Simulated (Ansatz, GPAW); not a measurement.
# Screening of a field by OH/Ag(100), part 2 of 2

How does OH/Ag(100) screen a perpendicular field?

GPAW 26.7.0 and Ansatz 0.2.0; Ansatz plane waves; slab in vacuum with a dipole correction, relaxation (the session's first sound run).

So far. Step 8 (In a field): The dipole is now 0.0543 e Å, against 0.0038 in the run without a field. Step 9 (Field on): The dipole is now 0.104 e Å, against 0.0038 in the run without a field.

**10. Field on**

Input file run.py:

```python
import json
import numpy as np
from ase import Atoms
from gpaw import GPAW, PW
from gpaw.external import ConstantElectricField

slab = Atoms(
    ['Ag', 'Ag', 'Ag', 'Ag', 'O', 'H'],
    positions=[
        [1.44603, 1.44603, 7.00000],
        [0.00000, 0.00000, 9.04500],
        [1.44603, 1.44603, 11.09000],
        [0.00000, 0.00000, 13.16191],
        [-0.00000, 0.00000, 15.23419],
        [-0.00000, 0.00000, 16.20083]],
    cell=[[2.89207, 0.0, 0.0], [0.0, 2.89207, 0.0], [0.0, 0.0, 23.225]],
    pbc=[True, True, False])

slab.calc = GPAW(mode=PW(500), xc='PBE', kpts={'size': (11, 11, 1), 'gamma': True},
                 occupations={'name': 'fermi-dirac', 'width': 0.1}, nbands='160%',
                 convergence={'density': 1e-05}, maxiter=200,
                 poissonsolver={'dipolelayer': 'xy'},
                 external=ConstantElectricField(0.3, [0, 0, 1]),
                 symmetry={'tolerance': 1e-3}, txt='slab.txt')
result = {}
energy = slab.get_potential_energy()
fermi = slab.calc.get_fermi_level()
v = slab.calc.get_electrostatic_potential().mean((0, 1)) - fermi
n = slab.calc.get_pseudo_density().mean((0, 1))
L = slab.cell[2, 2]
z = np.arange(len(v)) * L / len(v)
low, high = slab.positions[:, 2].min(), slab.positions[:, 2].max()
below, above = np.interp([low - 4.8, high + 4.8], z, v)
slopes = [np.interp(x, z, np.gradient(v, z)) for x in (low - 4.8, high + 4.8)]
eps = np.array([[slab.calc.get_eigenvalues(k, s) for k in range(len(slab.calc.get_ibz_k_points()))]
                for s in range(slab.calc.get_number_of_spins())]) - fermi
top, bottom = eps[eps < 0].max(), eps[eps > 0].min()
dipole = slab.get_dipole_moment()[2]
print(f'energy {energy:.4f} eV, Fermi level {fermi:.4f} eV, dipole {dipole:.5f} e A')
print(f'potential 4.8 A off the faces, from the Fermi level: lower {below:.4f} eV, upper {above:.4f} eV')
print(f'slope of the potential there: lower {slopes[0]:.5f}, upper {slopes[1]:.5f} eV/A')
print(f'nearest levels on the mesh: {top:.4f} and {bottom:.4f} eV')
print('magnetic moment', round(slab.get_magnetic_moment(), 3))
result.update(energy=energy, fermi=fermi, dipole=dipole, below=below, above=above, slopes=slopes, edges=[top, bottom],
              z=z.tolist(), v=v.tolist(), n=n.tolist(), positions=slab.positions.tolist(),
              forces=slab.get_forces(apply_constraint=False).tolist(), moments=slab.get_magnetic_moments().tolist())
json.dump(result, open('result.json', 'w'))
```

Started as:

```console
$ OMP_NUM_THREADS=1 OPENBLAS_NUM_THREADS=1 python run.py
```

Wall time 6.1 min (1 thread of Intel Xeon Platinum 8259CL at 2.50GHz (Skylake/Cascade Lake), shared host); peak memory 0.61 GiB.

Electrostatic potential energy of an electron (without an applied field's), less the Fermi level, planar mean against z:

z (Å), electrostatic potential energy of an electron (without an applied field's), less the Fermi level, planar mean (eV) and a bar from the least value:
```
      0.0        4.5 ############################
      0.5        6.1 ##############################
      1.0        6.1 ##############################
      1.5        6.1 ##############################
      2.0        6.1 ##############################
      2.5        6.1 ##############################
      3.0        6.1 ##############################
      3.5        6.1 ##############################
      4.0        6.1 ##############################
      4.5        6.1 ##############################
      5.0        5.9 ##############################
      5.5        5.2 #############################
      6.0        2.9 ##########################
      6.5       -5.7 ##############
      7.0      -15.8 #
      7.5       -6.2 ##############
      8.0        0.3 ######################
      8.5       -5.6 ###############
      9.0      -16.7 
      9.5       -8.2 ###########
     10.0       -0.5 #####################
     10.5       -5.1 ###############
     11.0      -16.6 
     11.5       -9.7 #########
     12.0       -0.8 #####################
     12.5       -3.9 #################
     13.0      -16.0 #
     13.5      -11.9 ######
     14.0       -0.3 #####################
     14.5        3.8 ###########################
     15.0       -1.6 ####################
     15.5       -1.5 ####################
     16.0        2.1 #########################
     16.5        1.9 ########################
     17.0        2.6 #########################
     17.5        2.8 ##########################
     18.0        2.8 ##########################
     18.5        2.8 ##########################
     19.0        2.8 ##########################
     19.5        2.8 ##########################
     20.0        2.8 ##########################
     20.5        2.8 ##########################
     21.0        2.8 ##########################
     21.5        2.8 ##########################
     22.0        2.8 ##########################
     22.5        2.8 ##########################
     23.0        3.4 ##########################
```

The dipole is now 0.154 e Å, against 0.0038 in the run without a field.

**11. The series**

The members are put on one axis.

This step: induced dipole against applied field (GPAW 26.7.0).

The dipole along the normal by field:

```tsv
field (V/Å)	dipole along the normal (e·Å)
-0.200	-0.0955
-0.100	-0.0456
-0.050	-0.0206
0.000	0.00380
0.050	0.0293
0.100	0.0543
0.200	0.104
0.300	0.154
```

**12. A changed run**

One more run, with changed settings.

This step: GPAW, PAW setups; slab in vacuum (GPAW 26.7.0).

Changes to run.py since step 10:

```diff
@@ -4,3 +4,2 @@
 from gpaw import GPAW, PW
-from gpaw.external import ConstantElectricField
 
@@ -18,7 +17,6 @@
 
-slab.calc = GPAW(mode=PW(500), xc='PBE', kpts={'size': (11, 11, 1), 'gamma': True},
+slab.calc = GPAW(mode=PW(500), xc='PBE', kpts={'size': (1, 1, 1), 'gamma': True},
                  occupations={'name': 'fermi-dirac', 'width': 0.1}, nbands='160%',
-                 convergence={'density': 1e-05}, maxiter=200,
+                 convergence={'density': 1e-05}, maxiter=100,
                  poissonsolver={'dipolelayer': 'xy'},
-                 external=ConstantElectricField(0.3, [0, 0, 1]),
                  symmetry={'tolerance': 1e-3}, txt='slab.txt')
```

Wall time 20 s (1 thread); peak memory 0.18 GiB.

The run finished. A setting was moved off its sound value on purpose, so it serves as a test and not as the result.

The fault put into the input: one k-point (kpts = [1, 1]).

Side by side:

```tsv
quantity	this run	sound run	difference
dipole along the normal (e·Å)	0.10347	0.0038045	0.0997
upper work function (eV)	3.6036	4.1924	-0.589
lower work function (eV)	5.8512	4.2848	1.57
```

The two runs differ clearly in the dipole along the normal: 0.103 e·Å against 0.00380 e·Å.

**13. Summary of results**

| Property | Result |
| --- | --- |
| work function, upper and lower face | 4.192 and 4.285 eV |
| dipole along the normal | 0.00380 e Å |
| induced dipole per field | 0.500 e Å per V/Å |
| out-of-plane polarisability per area, α/(ε0 A) | 10.8 Å |

What this shows: The field induces 0.500 e Å per V/Å, a polarisable thickness α/(ε0 A) of 10.8 Å beside 9.20 Å between the outermost nuclei. A perfect conductor would give the distance between its two image planes; a dielectric of thickness t gives t(1 - 1/ε). The two faces differ by 0.092 eV, the step that the slab's dipole makes (e p/(ε0 A) gives 0.082 eV), so the dipole layer is needed. The induced dipole is linear in the field over this range. At this geometry GPAW leaves forces of up to 0.22 eV/Å on free atoms, so it isn't GPAW's own minimum, and dipole and steps would shift on relaxing there. The cell of 8.36 Å² holds one OH, started on one chosen site; other sites and coverages weren't tried. The in-plane lattice was kept as typed, which isn't the functional's own and leaves some strain; spin-orbit coupling and temperature are left out.

[Logs are printed without paths, hosts, clocks, repeated set-up lines and the standing remarks that a program may print on its own settings, such as how far it seeks lower states.]

[Hosts, paths, dates, database ids (printed as entryN), source tags and the programs' standing remarks are cut or masked in the printed files.]
